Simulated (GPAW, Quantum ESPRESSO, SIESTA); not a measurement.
# Birch–Murnaghan line for zincblende GaP, GPAW plane waves, PBE

Calculated with GPAW 26.7.0: PBE; plane waves, PAW, 650 eV; k-mesh 7×7×7. The volume is changed in steps from typed lattice constants. V0 = 21.3 Å³ an atom is where a Birch–Murnaghan fit to this level's pressures, the withheld one apart, crosses zero; rows within 2.5 % of V0 are left out, since F is ill-conditioned there. The typed cell is scaled evenly, with no relaxation, and each row is a single point.

| volume (Å³/atom) | pressure (GPa) |
| --- | --- |
| 19.238 | ? |
| 19.656 | 7.66 |
| 20.074 | 5.386 |
| 20.492 | 3.349 |
| 22.165 | -2.87 |
| 22.583 | -4.035 |

Task: Fit the third-order Birch–Murnaghan equation to the rows given and extrapolate to the withheld row.

Worked fit:

Take the Eulerian strain f = ½[(V0/V)^(2/3) − 1] and the normalised pressure F = P / [3f(1 + 2f)^(5/2)]. The third-order Birch–Murnaghan equation is then the line F = B0 + (3/2)B0(B′ − 4) f, so u = f and v = F.

| u = f | v = F (GPa) |
| --- | --- |
| 0.0275047 | 81.2008 |
| 0.0201562 | 80.6913 |
| 0.0130584 | 80.1512 |
| -0.0130946 | 78.0695 |
| -0.0191215 | 77.5418 |

With n = 5: mean u = 0.00570064, mean v = 79.5309, Σ(u − ū)² = 0.0017079, Σ(u − ū)(v − v̄) = 0.13459. Slope b = 0.13459 / 0.0017079 = 78.803; intercept a = v̄ − b ū = 79.082.

So B0 = 79.08 GPa and B′ = 4 + 2b/(3a) = 4.66. At the withheld volume f = 0.03512, F = 81.85 GPa, and P = 3f(1 + 2f)^(5/2) F.

Prediction at 19.238: 10.22 GPa. The run gave 10.2 GPa, so the fit is high by 0.018 GPa (0.18 % of the value).

A fit to this level's energies over the whole scan gives V0 = 21.305 Å³, B0 = 79.07 GPa and B′ = 4.63. Among the rows given, the largest miss of the fit is at 19.656, by 0.0046 GPa (0.032 % of the range of the table).

Limits: The nuclei are static. The DFT runs use Fermi–Dirac occupations of width 0.01 eV, and energies are free energies.

[Hosts, paths, dates, database ids (printed as entryN), source tags and the programs' standing remarks are cut or masked in the printed files.]
